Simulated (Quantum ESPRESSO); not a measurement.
**Collinear magnetic orders of KCo2As2 with Quantum ESPRESSO**

Does KCo2As2 prefer parallel or opposed moments?

Program: Quantum ESPRESSO 7.5. Level of theory: PBEsol; plane waves with GBRV 1.5 PBEsol potentials, no spin-orbit coupling. Results are calculated unless marked as measured.

## 1. The starting structure

The structure is tetragonal, space group I4/mmm (No. 139). Conventional cell: a = 3.740 Å, b = 3.740 Å, c = 13.640 Å, α = 90.00°, β = 90.00°, γ = 90.00°. K has 8 As at 3.37 Å and 4 K at 3.74 Å nearest. Nearest to Co lie 4 As at 2.29 Å. Nearest to As lie 4 Co at 2.29 Å and 4 K at 3.37 Å. Farther neighbours are not listed.

The cell comes from Materials Project 2023-11-01, a database of computed structures, and need not be the stable phase.

## 2. Run 1, typed as ferro ++

The signs are those of the starting moments on the seeded atoms, the atoms that are given a moment.

Input file pw.in:

```
&CONTROL
  calculation = 'scf'
  prefix = 'pwscf'
  outdir = './tmp'
  pseudo_dir = './pseudo'
  disk_io = 'nowf'
/
&SYSTEM
  ibrav = 0
  celldm(1) = 8
  nat = 5
  ntyp = 3
  ecutwfc = 40
  ecutrho = 280
  nbnd = 38
  occupations = 'smearing'
  smearing = 'fd'
  degauss = 0.0110248
  nspin = 2
  starting_magnetization(1) = 0
  starting_magnetization(2) = 0.1176
  starting_magnetization(3) = 0
/
&ELECTRONS
  conv_thr = 1d-08
  electron_maxstep = 150
  mixing_beta = 0.3
/
ATOMIC_SPECIES
K      39.0983 k_pbesol_v1.4.uspp.F.UPF
Co     58.9332 co_pbesol_v1.2.uspp.F.UPF
As     74.9216 as_pbesol_v1.uspp.F.UPF
CELL_PARAMETERS alat
  -0.4417161810996    0.4417161810996    1.6109695193512
   0.4417161810996   -0.4417161810996    1.6109695193512
   0.4417161810996    0.4417161810996   -1.6109695193512
ATOMIC_POSITIONS crystal
K       0.0000000000    0.0000000000    0.0000000000
Co      0.7500000000    0.2500000000    0.5000000000
Co      0.2500000000    0.7500000000    0.5000000000
As      0.3465498600    0.3465498600    0.0000000000
As      0.6534501400    0.6534501400    0.0000000000
K_POINTS automatic
14 14 14 0 0 0
```

Run with:

```bash
> OMP_NUM_THREADS=1 mpirun -n 4 pw.x -nk 4 -in pw.in > pw.out
```

Output:

```text
Program PWSCF v.7.5 starts

     Message from routine setup:
     using ibrav=0 with symmetry is DISCOURAGED, use correct ibrav instead

     K-points division:     npool     =       4
     Subspace diagonalization in iterative solution of the eigenvalue problem:

     G-vector sticks info
     --------------------
     sticks:   dense  smooth     PW     G-vecs:    dense   smooth      PW
     Sum        2863    1631    583                50965    21991    4783

     Using Slab Decomposition

     bravais-lattice index     =            0
     lattice parameter (alat)  =       8.0000  a.u.
     unit-cell volume          =     643.7302 (a.u.)^3
     number of atoms/cell      =            5
     number of atomic types    =            3
     number of electrons       =        53.00
     number of Kohn-Sham states=           38
     kinetic-energy cutoff     =      40.0000  Ry
     charge density cutoff     =     280.0000  Ry
     scf convergence threshold =      1.0E-08
     mixing beta               =       0.3000
     number of iterations used =            8  plain     mixing
     Exchange-correlation= SLA  PW   PSX  PSC
                           (   1   4  10   8   0   0   0)

     celldm(1)=   8.000000  celldm(2)=   0.000000  celldm(3)=   0.000000
     celldm(4)=   0.000000  celldm(5)=   0.000000  celldm(6)=   0.000000

     crystal axes: (cart. coord. in units of alat)
               a(1) = (  -0.441716   0.441716   1.610970 )
               a(2) = (   0.441716  -0.441716   1.610970 )
               a(3) = (   0.441716   0.441716  -1.610970 )

     reciprocal axes: (cart. coord. in units 2 pi/alat)
               b(1) = ( -0.000000  1.131949  0.310372 )
               b(2) = (  1.131949 -0.000000  0.310372 )
               b(3) = (  1.131949  1.131949  0.000000 )

     PseudoPot. # 1 for K  read from file:
     k_pbesol_v1.4.uspp.F.UPF
     Pseudo is Ultrasoft + core correction, Zval =  9.0
     Generated by new atomic code, or converted to UPF format
     Using radial grid of  841 points,  6 beta functions with:
                l(1) =   0
                l(2) =   0
                l(3) =   1
                l(4) =   1
                l(5) =   2
                l(6) =   2
     Q(r) pseudized with  6 coefficients,  rinner =    1.500   1.500   1.500
                                                       1.500   1.500

     PseudoPot. # 2 for Co read from file:
     co_pbesol_v1.2.uspp.F.UPF
     Pseudo is Ultrasoft + core correction, Zval = 17.0
     Generated by new atomic code, or converted to UPF format
     Using radial grid of  863 points,  6 beta functions with:
                l(1) =   0
                l(2) =   0
                l(3) =   1
                l(4) =   1
                l(5) =   2
                l(6) =   2
     Q(r) pseudized with  8 coefficients,  rinner =    1.200   1.200   1.200
                                                       1.200   1.200

     PseudoPot. # 3 for As read from file:
     as_pbesol_v1.uspp.F.UPF
     Pseudo is Ultrasoft + core correction, Zval =  5.0
     Generated by new atomic code, or converted to UPF format
     Using radial grid of  875 points,  6 beta functions with:
                l(1) =   0
                l(2) =   0
                l(3) =   1
                l(4) =   1
                l(5) =   2
                l(6) =   2
     Q(r) pseudized with  8 coefficients,  rinner =    1.300   1.300   1.300
                                                       1.300   1.300

     atomic species   valence    mass     pseudopotential
     K                 9.00    39.09830     K ( 1.00)
     Co               17.00    58.93320     Co( 1.00)
     As                5.00    74.92160     As( 1.00)

     Starting magnetic structure
     atomic species   magnetization
     K               0.000
     Co              0.118
     As              0.000

     16 Sym. Ops., with inversion, found

   Cartesian axes

     site n.     atom                  positions (alat units)
         1        K      tau(   1) = (   0.0000000   0.0000000   0.0000000  )
         2        Co     tau(   2) = (   0.0000000   0.4417162   0.8054848  )
         3        Co     tau(   3) = (   0.4417162   0.0000000   0.8054848  )
         4        As     tau(   4) = (  -0.0000000  -0.0000000   1.1165625  )
         5        As     tau(   5) = (  -0.0000000  -0.0000000   2.1053765  )

     number of k points=   244  Fermi-Dirac smearing, width (Ry)=  0.0110

     Number of k-points >= 100: set verbosity='high' to print them.

     Dense  grid:    50965 G-vectors     FFT dimensions: (  75,  75,  75)

     Smooth grid:    21991 G-vectors     FFT dimensions: (  60,  60,  60)

     Check: negative core charge=   -0.000012
     Generating pointlists ...
     new r_m :   0.3286 (alat units)  2.6290 (a.u.) for type    1
     new r_m :   0.2229 (alat units)  1.7829 (a.u.) for type    2
     new r_m :   0.2229 (alat units)  1.7829 (a.u.) for type    3

     Initial potential from superposition of free atoms

     starting charge      50.4959, renormalised to      53.0000
     Starting wfcs are   42 randomized atomic wfcs

     Self-consistent Calculation

     iteration #  1     ecut=    40.00 Ry     beta= 0.30
     Davidson diagonalization with overlap
     ethr =  1.00E-02,  avg # of iterations =  6.5

     total energy              =    -720.67483865 Ry
     estimated scf accuracy    <      34.94382267 Ry

     total magnetization       =     1.97 Bohr mag/cell
     absolute magnetization    =     2.31 Bohr mag/cell

     iteration #  2     ecut=    40.00 Ry     beta= 0.30
     Davidson diagonalization with overlap
     ethr =  1.00E-02,  avg # of iterations =  3.6

     total energy              =    -732.30091054 Ry
     estimated scf accuracy    <      38.01832624 Ry

     total magnetization       =     0.18 Bohr mag/cell
     absolute magnetization    =     0.22 Bohr mag/cell

     iteration #  3     ecut=    40.00 Ry     beta= 0.30
     Davidson diagonalization with overlap
     ethr =  1.00E-02,  avg # of iterations =  2.0

     total energy              =    -732.12432888 Ry
     estimated scf accuracy    <       6.25628741 Ry

     total magnetization       =     0.52 Bohr mag/cell
     absolute magnetization    =     0.75 Bohr mag/cell

     [... further iterations left out ...]

     iteration # 15     ecut=    40.00 Ry     beta= 0.30
     Davidson diagonalization with overlap
     ethr =  6.59E-09,  avg # of iterations =  4.0

     total energy              =    -733.57332966 Ry
     estimated scf accuracy    <       0.00000059 Ry

     total magnetization       =    -0.00 Bohr mag/cell
     absolute magnetization    =     0.00 Bohr mag/cell

     iteration # 16     ecut=    40.00 Ry     beta= 0.30
     Davidson diagonalization with overlap
     ethr =  1.10E-09,  avg # of iterations =  4.3

     total energy              =    -733.57332996 Ry
     estimated scf accuracy    <       0.00000029 Ry

     total magnetization       =     0.00 Bohr mag/cell
     absolute magnetization    =     0.00 Bohr mag/cell

     iteration # 17     ecut=    40.00 Ry     beta= 0.30
     Davidson diagonalization with overlap
     ethr =  5.57E-10,  avg # of iterations =  2.3

     total energy              =    -733.57333003 Ry
     estimated scf accuracy    <       0.00000007 Ry

     total magnetization       =     0.00 Bohr mag/cell
     absolute magnetization    =     0.00 Bohr mag/cell

     iteration # 18     ecut=    40.00 Ry     beta= 0.30
     Davidson diagonalization with overlap
     ethr =  1.38E-10,  avg # of iterations =  3.1

     Magnetic moment per site  (integrated on atomic sphere of radius R)
     atom   1 (R=0.329)  charge=  8.0607  magn=  0.0000
     atom   2 (R=0.223)  charge= 15.2302  magn= -0.0000
     atom   3 (R=0.223)  charge= 15.2302  magn= -0.0000
     atom   4 (R=0.223)  charge=  2.3404  magn=  0.0000
     atom   5 (R=0.223)  charge=  2.3404  magn=  0.0000

     End of self-consistent calculation

     Number of k-points >= 100: set verbosity='high' to print the bands.

     the Fermi energy is     9.3095 ev

!    total energy              =    -733.57333004 Ry
     estimated scf accuracy    <          2.0E-09 Ry
     smearing contrib. (-TS)   =      -0.01336155 Ry
     internal energy E=F+TS    =    -733.55996849 Ry

     The total energy is F=E-TS. E is the sum of the following terms:
     one-electron contribution =    -677.92058868 Ry
     hartree contribution      =     358.73445783 Ry
     xc contribution           =    -136.41086030 Ry
     ewald contribution        =    -277.96297733 Ry

     total magnetization       =     0.00 Bohr mag/cell
     absolute magnetization    =     0.00 Bohr mag/cell

     convergence has been achieved in  18 iterations

=------------------------------------------------------------------------------=
   JOB DONE.
=------------------------------------------------------------------------------=
```

It took 40 min on 4 MPI ranks of Intel Xeon at 2.50GHz (Skylake/Cascade Lake), shared host; peak memory 1.6 GiB; 2.7 h of CPU time.

The spin moment in the atom's sphere vanishes on all atoms.

Numbers from this step:

| Quantity | Value |
| --- | --- |
| smearing term TS | 0.1818 eV |
| magnetization | 0 μB |
| absolute magnetization | 0 μB |
| final state | non-magnetic |

## 3. Start 2: antiferro +−

Edit pw.in of step 2 so:

```diff
@@ -11,6 +11,6 @@
   nat = 5
-  ntyp = 3
+  ntyp = 4
   ecutwfc = 40
   ecutrho = 280
-  nbnd = 38
+  nbnd = 36
   occupations = 'smearing'
@@ -21,3 +21,4 @@
   starting_magnetization(2) = 0.1176
-  starting_magnetization(3) = 0
+  starting_magnetization(3) = -0.1176
+  starting_magnetization(4) = 0
 /
@@ -30,3 +31,4 @@
 K      39.0983 k_pbesol_v1.4.uspp.F.UPF
-Co     58.9332 co_pbesol_v1.2.uspp.F.UPF
+Co1    58.9332 co_pbesol_v1.2.uspp.F.UPF
+Co2    58.9332 co_pbesol_v1.2.uspp.F.UPF
 As     74.9216 as_pbesol_v1.uspp.F.UPF
@@ -38,4 +40,4 @@
 K       0.0000000000    0.0000000000    0.0000000000
-Co      0.7500000000    0.2500000000    0.5000000000
-Co      0.2500000000    0.7500000000    0.5000000000
+Co1     0.7500000000    0.2500000000    0.5000000000
+Co2     0.2500000000    0.7500000000    0.5000000000
 As      0.3465498600    0.3465498600    0.0000000000
```

Output:

```text
[banner, memory and clock lines left out]
Program PWSCF v.7.5 starts

     Message from routine setup:
     using ibrav=0 with symmetry is DISCOURAGED, use correct ibrav instead

     bravais-lattice index     =            0
     lattice parameter (alat)  =       8.0000  a.u.
     unit-cell volume          =     643.7302 (a.u.)^3
     number of atoms/cell      =            5
     number of atomic types    =            4
     number of electrons       =        53.00
     number of Kohn-Sham states=           36
     kinetic-energy cutoff     =      40.0000  Ry
     charge density cutoff     =     280.0000  Ry
     scf convergence threshold =      1.0E-08
     mixing beta               =       0.3000
     number of iterations used =            8  plain     mixing
     Exchange-correlation= SLA  PW   PSX  PSC
                           (   1   4  10   8   0   0   0)

     celldm(1)=   8.000000  celldm(2)=   0.000000  celldm(3)=   0.000000
     celldm(4)=   0.000000  celldm(5)=   0.000000  celldm(6)=   0.000000

     crystal axes: (cart. coord. in units of alat)
               a(1) = (  -0.441716   0.441716   1.610970 )
               a(2) = (   0.441716  -0.441716   1.610970 )
               a(3) = (   0.441716   0.441716  -1.610970 )

     reciprocal axes: (cart. coord. in units 2 pi/alat)
               b(1) = ( -0.000000  1.131949  0.310372 )
               b(2) = (  1.131949 -0.000000  0.310372 )
               b(3) = (  1.131949  1.131949  0.000000 )

     PseudoPot. # 1 for K  read from file:
     k_pbesol_v1.4.uspp.F.UPF
     Pseudo is Ultrasoft + core correction, Zval =  9.0

     PseudoPot. # 2 for Co read from file:
     co_pbesol_v1.2.uspp.F.UPF
     Pseudo is Ultrasoft + core correction, Zval = 17.0

     PseudoPot. # 3 for Co read from file:
     co_pbesol_v1.2.uspp.F.UPF
     Pseudo is Ultrasoft + core correction, Zval = 17.0

     PseudoPot. # 4 for As read from file:
     as_pbesol_v1.uspp.F.UPF
     Pseudo is Ultrasoft + core correction, Zval =  5.0

     atomic species   valence    mass     pseudopotential
     K                 9.00    39.09830     K ( 1.00)
     Co1              17.00    58.93320     Co( 1.00)
     Co2              17.00    58.93320     Co( 1.00)
     As                5.00    74.92160     As( 1.00)

     Starting magnetic structure
     atomic species   magnetization
     K               0.000
     Co1             0.118
     Co2            -0.118
     As              0.000

      8 Sym. Ops. (no inversion) found

   Cartesian axes

     site n.     atom                  positions (alat units)
         1        K      tau(   1) = (   0.0000000   0.0000000   0.0000000  )
         2        Co1    tau(   2) = (   0.0000000   0.4417162   0.8054848  )
         3        Co2    tau(   3) = (   0.4417162   0.0000000   0.8054848  )
         4        As     tau(   4) = (  -0.0000000  -0.0000000   1.1165625  )
         5        As     tau(   5) = (  -0.0000000  -0.0000000   2.1053765  )

     number of k points=   244  Fermi-Dirac smearing, width (Ry)=  0.0110

     Number of k-points >= 100: set verbosity='high' to print them.

     Dense  grid:    50965 G-vectors     FFT dimensions: (  75,  75,  75)

     Smooth grid:    21991 G-vectors     FFT dimensions: (  60,  60,  60)

     Check: negative core charge=   -0.000012
     Generating pointlists ...
     new r_m :   0.3286 (alat units)  2.6290 (a.u.) for type    1
     new r_m :   0.2229 (alat units)  1.7829 (a.u.) for type    2
     new r_m :   0.2229 (alat units)  1.7829 (a.u.) for type    3
     new r_m :   0.2229 (alat units)  1.7829 (a.u.) for type    4

     Initial potential from superposition of free atoms

     starting charge      50.4959, renormalised to      53.0000
     Starting wfcs are   42 randomized atomic wfcs

     Self-consistent Calculation

     iteration #  1     ecut=    40.00 Ry     beta= 0.30
     Davidson diagonalization with overlap
     ethr =  1.00E-02,  avg # of iterations =  6.2

     total energy              =    -720.76946205 Ry
     estimated scf accuracy    <      34.71267029 Ry

     total magnetization       =    -0.01 Bohr mag/cell
     absolute magnetization    =     2.22 Bohr mag/cell

     iteration #  2     ecut=    40.00 Ry     beta= 0.30
     Davidson diagonalization with overlap
     ethr =  1.00E-02,  avg # of iterations =  3.6

     total energy              =    -732.28581270 Ry
     estimated scf accuracy    <      37.77744833 Ry

     total magnetization       =    -0.00 Bohr mag/cell
     absolute magnetization    =     0.21 Bohr mag/cell

     [... further iterations left out ...]

     iteration # 20     ecut=    40.00 Ry     beta= 0.30
     Davidson diagonalization with overlap
     ethr =  4.63E-11,  avg # of iterations =  2.7

     total energy              =    -733.57333005 Ry
     estimated scf accuracy    <       0.00000002 Ry

     total magnetization       =    -0.00 Bohr mag/cell
     absolute magnetization    =     0.00 Bohr mag/cell

     iteration # 21     ecut=    40.00 Ry     beta= 0.30
     Davidson diagonalization with overlap
     ethr =  3.09E-11,  avg # of iterations =  1.9

     Magnetic moment per site  (integrated on atomic sphere of radius R)
     atom   1 (R=0.329)  charge=  8.0607  magn=  0.0000
     atom   2 (R=0.223)  charge= 15.2303  magn=  0.0001
     atom   3 (R=0.223)  charge= 15.2303  magn= -0.0001
     atom   4 (R=0.223)  charge=  2.3404  magn=  0.0000
     atom   5 (R=0.223)  charge=  2.3404  magn=  0.0000

     End of self-consistent calculation

     Number of k-points >= 100: set verbosity='high' to print the bands.

     the Fermi energy is     9.3095 ev

!    total energy              =    -733.57333004 Ry
     estimated scf accuracy    <          5.4E-09 Ry
     smearing contrib. (-TS)   =      -0.01336155 Ry
     internal energy E=F+TS    =    -733.55996850 Ry

     The total energy is F=E-TS. E is the sum of the following terms:
     one-electron contribution =    -677.92173751 Ry
     hartree contribution      =     358.73571567 Ry
     xc contribution           =    -136.41096933 Ry
     ewald contribution        =    -277.96297733 Ry

     total magnetization       =    -0.00 Bohr mag/cell
     absolute magnetization    =     0.00 Bohr mag/cell

     convergence has been achieved in  21 iterations
```

Run time: 48 min. Hardware: 4 MPI ranks; peak memory 1.6 GiB.

Spin moment in the atom's sphere by atom:

```tsv
atom	spin moment in the atom's sphere (μB)
K1	0.0000
Co2	0.0001
Co3	-0.0001
As4	0.0000
As5	0.0000
```

Read from the output:

| Item | Value |
| --- | --- |
| smearing term TS | 0.1818 eV |
| magnetization | 0 μB |
| absolute magnetization | 0 μB |
| final state | non-magnetic |

## 4. Energies of the orders

An order is kept where moments of 0.15 μB or more survive with the typed signs; meshes match where a doubled cell samples the same k points as the first cell.

Orders:

```tsv
start	final state	typed order kept	energy over the lowest (meV a seeded atom)	largest site moment (μB)	net moment (μB a cell of the first run)	mesh matched	CPU time (s)
ferro ++	non-magnetic	no	0	0	0	yes	9568
antiferro +-	non-magnetic	no	0	0	0	yes	11562
```

## 5. Results

| Item | Value |
| --- | --- |
| lowest state found | non-magnetic (from ferro ++ and antiferro +-) |
| largest site moment | 0 μB |

**Reading.** The lowest state carries no moment, and no start kept one. This is the lowest of 2 collinear or spinless starts, no proof of the ground state. Energies are free energies at an electronic temperature of 1740 K, which lowers moments and differences where the moments are itinerant.

[Logs and program files are shortened in this print: banners, set-up blocks, solver, clock and traceback lines can be left out without a mark of their own.]

[Logs are printed without paths, hosts, clocks, repeated set-up lines and the standing remarks that a program may print on its own settings, such as how far it seeks lower states.]

[Hosts, paths, dates, database ids (printed as entryN), source tags and the programs' standing remarks are cut or masked in the printed files.]

[Where a cell is said to come from a database of computed structures, the database is the Materials Project.]
